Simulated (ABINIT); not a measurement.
# Quasiparticle gap of SnSe2 (P-3m1) in ABINIT, part 3 of 3

How does a plane-wave GW calculation on SnSe2 (P-3m1) run from the first input to the gap?

ABINIT 10.8.3; PBE and many-body steps on it, plane waves. Known limits of the many-body steps: not at the basis limit; no spin-orbit coupling; coarse k mesh.

So far. Step 3 (Bands along the symmetry lines): The gap is 0.724 eV, −0.095 eV from the run before at this level. Step 4 (Empty states on the mesh, 3×3×2 mesh, 136 bands): On this mesh the gap is 1.100 eV. The earlier step found 0.819 eV, so this mesh misses an edge.

### 5. Screening, 3×3×2 mesh, 124 bands, screening to 108.8 eV

The RPA dielectric matrix is built and inverted for each q.

This step: RPA screening on PBE, plane waves, norm-conserving pseudopotentials.

File run.abi:

```
acell 3*1.0 Angstrom
rprim 
  3.810999999987 0.000000000003 0.000000000000
  -1.905499999996 3.300422813810 0.000000000000
  0.000000000000 0.000000000000 6.136000000000
ntypat 2
znucl 50 34
natom 3
typat 1 2 2
xred 
  0.000000000000 0.000000000000 0.000000000000
  0.333333333333 0.666666666667 0.249000000000
  0.666666666667 0.333333333333 0.751000000000
pp_dirpath "pseudos"
pseudos "Sn.upf, Se.upf"
ecut 48
ngkpt 3 3 2
nshiftk 1
shiftk 0 0 0
kptopt 1
chksymbreak 0
istwfk *1
occopt 1
irdwfk 1
optdriver 3
nband 124
ecuteps 4
inclvkb 2
awtr 1
symchi 1
indata_prefix "in"
outdata_prefix "out"
tmpdata_prefix "tmp"
```

Run with:

```sh
$ OMP_NUM_THREADS=1 mpirun -n 8 abinit run.abi > log
```

Numbers of over 12 decimals in the logs are rounded to 6 here.

What it wrote:

```text
.Version 10.8.3 of ABINIT. v10.8.2 released Aug 2026.

 Symmetries : space group P-3 m 1 (#164); Bravais hP (primitive hexag.)
[... echo of the input left out ...]
== DATASET  1 ==================================================================
-   mpi_nproc: 8, omp_nthreads: 1 (-1 if OMP is not activated)

--- !DatasetInfo
iteration_state: {dtset: 1, }
dimensions: {natom: 3, nkpt: 6, mband: 124, nsppol: 1, nspinor: 1, nspden: 1, mpw: 8305, }
cutoff_energies: {ecut:  48.0, pawecutdg:  -1.0, }
electrons: {nelect:   7.00000000E+01, charge:   0.00000000E+00, occopt:   1.00000000E+00, tsmear:   1.00000000E-02, }

 SCREENING: Calculation of the susceptibility and dielectric matrices

 Based on a program developped by R.W. Godby, V. Olevano, G. Onida, and L. Reining.
 Incorporated in ABINIT by V. Olevano, G.-M. Rignanese, and M. Torrent.
.Using double precision arithmetic ; gwpc =  8

[... cell and pseudopotentials left out ...]
--------------------------------------------------------------------------------

 ==== K-mesh for the wavefunctions ====
 Number of points in the irreducible wedge :     6
[... list of points left out ...]
 Together with 12 symmetry operations and time-reversal symmetry
 yields    18 points in the full Brillouin Zone.

 ==== Q-mesh for the screening function ====
 Number of points in the irreducible wedge :     6
[... list of points left out ...]
 Together with 12 symmetry operations and time-reversal symmetry
 yields    18 points in the full Brillouin Zone.

 setmesh: FFT mesh size selected  =    25x   25x   48
          total number of points  =        30000

 vcoul_init : cutoff-mode = AUXILIARY_FUNCTION
 q-points for optical limit:   1
     1)      0.000010    0.000020    0.000030

- screening: taking advantage of time-reversal symmetry
- Maximum band index for partially occupied states nbvw = 35
- Remaining bands to be divided among processors   nbcw = 89
- Number of bands treated by each node ~11

 Number of electrons calculated from density =   70.0000; Expected =   70.0000
 average of density, n =  0.134403
 r_s =    1.2111
 omega_plasma =   35.3638 [eV]

 calculating chi0 at frequencies [eV] :
  1    0.000000E+00    0.000000E+00
  2    0.000000E+00    3.536384E+01

--------------------------------------------------------------------------------
  q-point number  1        q = ( 0.000000, 0.000000, 0.000000) [r.l.u.]
--------------------------------------------------------------------------------
[... chi0 elements left out ...]
 For q-point:  0.000010 0.000020 0.000030
  dielectric constant =  19.5204
  dielectric constant without local fields =  22.2683

  Average fulfillment of the sum rule on Im[epsilon] for q-point    1 :     35.10  [%]
[... wings left out ...]
  q-point number  2        q = ( 0.333333, 0.000000, 0.000000) [r.l.u.]
--------------------------------------------------------------------------------
[... chi0 elements left out ...]
  Average fulfillment of the sum rule on Im[epsilon] for q-point    2 :     37.88  [%]

 [... 4 further q-points ...]
```

Elapsed: 28 s, on 8 MPI ranks of Arm Neoverse V1, shared host; peak memory 2.1 GiB; 3.7 min of CPU time.

Numbers from this step:

* ε∞ with local fields, on this mesh, along the program's q direction: 19.52
* the same without local fields: 22.27
* plasma frequency: 35.36 eV
* plane waves in the screening matrix: 197

Local fields lower ε∞ by 12 %. On a Γ-centred mesh this coarse the value itself is usually too large, while a short band sum pulls it down.

### 6. Self-energy, 3×3×2 mesh, 124 bands, screening to 108.8 eV

The self-energy is evaluated for the states that the input lists, and the levels follow from it, in one-shot runs by the linearised quasiparticle equation.

This step: G0W0 on PBE, plane waves, norm-conserving pseudopotentials.

Changes to run.abi since step 5:

```diff
@@ -24,8 +24,15 @@
 irdwfk 1
-optdriver 3
+optdriver 4
 nband 124
+gwcalctyp 0
+ecutsigx 48
+symsigma 1
+nkptgw 1
+kptgw 
+  0.0000000000 0.0000000000 0.0000000000
+bdgw 
+  33 37
 ecuteps 4
-inclvkb 2
-awtr 1
-symchi 1
+irdscr 1
+ppmodel 1
 indata_prefix "in"
```

What it wrote:

```text
.Version 10.8.3 of ABINIT. v10.8.2 released Aug 2026.

 Symmetries : space group P-3 m 1 (#164); Bravais hP (primitive hexag.)
[... echo of the input left out ...]
== DATASET  1 ==================================================================
-   mpi_nproc: 8, omp_nthreads: 1 (-1 if OMP is not activated)

--- !DatasetInfo
iteration_state: {dtset: 1, }
dimensions: {natom: 3, nkpt: 6, mband: 124, nsppol: 1, nspinor: 1, nspden: 1, mpw: 8305, }
cutoff_energies: {ecut:  48.0, pawecutdg:  -1.0, }
electrons: {nelect:   7.00000000E+01, charge:   0.00000000E+00, occopt:   1.00000000E+00, tsmear:   1.00000000E-02, }

 SIGMA: Calculation of the GW corrections

 Based on a program developped by R.W. Godby, V. Olevano, G. Onida, and L. Reining.
 Incorporated in ABINIT by V. Olevano, G.-M. Rignanese, and M. Torrent.
.Using double precision arithmetic ; gwpc =  8

[... cell and pseudopotentials left out ...]
--------------------------------------------------------------------------------

 ==== K-mesh for the wavefunctions ====
 Number of points in the irreducible wedge :     6
[... list of points left out ...]
 Together with 12 symmetry operations and time-reversal symmetry
 yields    18 points in the full Brillouin Zone.

 ==== Q-mesh for screening function ====
 Number of points in the irreducible wedge :     6
[... list of points left out ...]
 Together with 12 symmetry operations and time-reversal symmetry
 yields    18 points in the full Brillouin Zone.

 vcoul_init : cutoff-mode = AUXILIARY_FUNCTION
 q-points for optical limit:   1
     1)      0.000010    0.000020    0.000030
 setmesh: FFT mesh size selected  =    40x   40x   75
          total number of points  =       120000

 Number of electrons calculated from density =   70.0000; Expected =   70.0000
 average of density, n =  0.134403
 r_s =    1.2111
 omega_plasma =   35.3638 [eV]

 === KS Band Gaps ===
  >>>> For spin  1
   Minimum direct gap =   1.0998 [eV], located at k-point      :   0.0000  0.0000  0.0000
   Fundamental gap    =   1.0998 [eV], Top of valence bands at :   0.0000  0.0000  0.0000
                                       Bottom of conduction at :   0.0000  0.0000  0.0000
 SIGMA fundamental parameters:
 PLASMON POLE MODEL  1
 number of plane-waves for SigmaX                 8305
 number of plane-waves for SigmaC and W            197
 number of plane-waves for wavefunctions          8305
 number of bands                                   124
 number of independent spin polarizations            1
 number of spinorial components                      1
 number of k-points in IBZ                           6
 number of q-points in IBZ                           6
 number of symmetry operations                      12
 number of k-points in BZ                           18
 number of q-points in BZ                           18
 number of frequencies for dSigma/dE                 9
 frequency step for dSigma/dE [eV]                0.25
 number of omega for Sigma on real axis              0
 max omega for Sigma on real axis  [eV]           0.00
 zcut for avoiding poles [eV]                     0.10

 EPSILON^-1 parameters (SCR file):
 dimension of the eps^-1 matrix on file            197
 dimension of the eps^-1 matrix used               197
 number of plane-waves for wavefunctions          8305
 number of bands                                   124
 number of q-points in IBZ                           6
 number of frequencies                               2
 number of real frequencies                          1
 number of imag frequencies                          1

 matrix elements of self-energy operator (all in [eV])

 Perturbative Calculation

--- !SelfEnergy_ee
iteration_state: {dtset: 1, }
kpoint     : [   0.000,    0.000,    0.000, ]
spin       : 1
KS_gap     :    1.100
QP_gap     :    1.672
Delta_QP_KS:    0.572
data: !SigmaeeData |
     Band     E0 <VxcDFT>   SigX SigC(E0)      Z dSigC/dE  Sig(E)    E-E0       E
       33   5.249 -14.622 -16.811   2.103   0.789  -0.267 -14.690  -0.068   5.182
       34   5.249 -14.622 -16.811   2.103   0.789  -0.267 -14.690  -0.068   5.182
       35   5.637 -14.683 -16.739   1.985   0.791  -0.264 -14.739  -0.056   5.581
       36   6.737 -13.871 -10.050  -3.183   0.809  -0.236 -13.355   0.516   7.253
       37   8.603 -11.502  -7.047  -4.023   0.813  -0.230 -11.151   0.351   8.954

== END DATASET(S) ==============================================================
================================================================================

 -outvars: echo values of variables after computation  --------
           etotal      0.0000000000E+00
            nband         124
             nkpt           6
          spgroup         164
 [... the other variables as echoed above ...]

 Calculation completed.
```

Run time: 5.1 s. Hardware: 8 MPI ranks; peak memory 0.7 GiB.

Numbers from this step:

```
G0W0 gap on the points computed              : 1.672 eV
starting gap on the mesh                     : 1.100 eV
k of the valence top                         : 0, 0, 0
k of the conduction bottom                   : 0, 0, 0
Z at the valence top                         : 0.791
Z at the conduction bottom                   : 0.809
least direct G0W0 gap on the computed points : 1.672 eV
```

The gap on the mesh goes from 1.10 eV to 1.67 eV, a correction of +0.57 eV. The start differs from the 0.82 eV found before because the two sample other k points.

Limits: finite bands, cutoff and mesh; no spin-orbit coupling; coarse k mesh. v1 is the top filled band, c1 the lowest empty one. Levels before and after the correction, in eV, zero at the valence-band top of each column:

```
           conduction bottom  valence top
Kohn-Sham               1.10         0.00
     G0W0               1.67         0.00
```

```
             level  energy (eV)
Kohn-Sham  Γ v3-v2       -0.387
Kohn-Sham     Γ v1        0.000
Kohn-Sham     Γ c1        1.100
Kohn-Sham     Γ c2        2.966
     G0W0  Γ v3-v2       -0.399
     G0W0     Γ v1        0.000
     G0W0     Γ c1        1.672
     G0W0     Γ c2        3.373
```

### 7. Where the time went

Times are wall times on 8 MPI ranks of Arm Neoverse V1, shared host, good to a factor of about two.

```
                          step   time  share  memory (GiB)
                  ground state   51 s   27 %          0.88
bands along the symmetry lines   69 s   36 %          0.99
      empty states on the mesh   37 s   20 %          0.76
                     screening   28 s   15 %           2.1
                   self-energy  5.1 s    3 %           0.7
```

### 8. Outcome

| Property | Result |
| --- | --- |
| PBE gap | 0.72 eV, indirect |
| G0W0 gap on the mesh | 1.67 eV |
| G0W0 gap over the zone (rigid shift) | 1.30 eV |
| GW settings | 3×3×2 mesh, 124 bands, screening to 108.8 eV, Godby-Needs plasmon pole |
| known limits | not at the basis limit; no spin-orbit coupling; coarse k mesh |

**Reading.** G0W0 moves the gap on the mesh from 1.10 eV to 1.67 eV (+0.57 eV), with Z of 0.79 and 0.81 at the edges. The mesh misses the band edges by 0.38 eV in all; a rigid shift gives 1.30 eV for the zone. Local fields lower the RPA ε∞ on this mesh from 22.27 to 19.52; a Γ-centred mesh this coarse tends to raise both, most where the direct gap is narrow, while a short band sum lowers them. Only 1 of the mesh's irreducible points was corrected, so a valley elsewhere could overtake. Against experiment, by G0W0@PBE: the gap of 1.30 eV lies +0.09 eV from the measured 1.21 ± 0.04 eV (electronic, 77.6 K, 2018); the gap of 1.30 eV lies +0.30 eV from the measured 1 eV (indirect, quoted 2018); the gap of 1.30 eV lies −0.05 eV from the measured 1.346 eV (exciton, 0 K, 2021); the gap of 1.30 eV lies +0.09 eV from the measured 1.207 eV (exciton, 300 K, 2021). An exciton line or allowed optical edge lies below the quasiparticle gap by the binding energy; a forbidden edge can push the onset above it. The calculation has static nuclei and no excitons; a measured gap holds zero-point and thermal motion, which mostly lowers it. Bands and cutoff are finite, so the gap is not at the basis limit. The miss can reach some tenths of an eV and take either sign; the mesh is an error of its own. In the G0W0 run levels were corrected at 1 k point alone, so a gap called «on the mesh» is the least over those, and an edge elsewhere would be missed. A denser mesh or path gives a starting gap of 0.72 eV: the GW mesh misses a band edge, so its gaps are not the fundamental one. The 3×3×2 mesh is coarse for this cell, which bears on the long-range parts of exchange and screening. The many-body steps are scalar-relativistic: spin-orbit coupling is not in them.

[Paths, hosts, dates, memory and timing lines, banners, echoed tables and standing remarks are left out of the program output.]

[Logs are printed without paths, hosts, clocks, repeated set-up lines and the standing remarks that a program may print on its own settings, such as how far it seeks lower states.]

[Runs of the session that timed out or met a known fault of the program may be left out.]

[No measured gap is set beside runs whose start may be inverted or whose files or cutoffs have a known fault.]

[Hosts, paths, dates, database ids (printed as entryN), source tags and the programs' standing remarks are cut or masked in the printed files.]

[G0W0 gaps are taken among the corrected bands and points alone; a level outside them can change the order at an edge.]

[Where Ansatz stands beside ABINIT at settings called matched, ABINIT's density can come from a denser mesh and the files from another edition; pairs whose starting gaps differed by over 0.03 eV were left out, so agreement reads better than it is.]
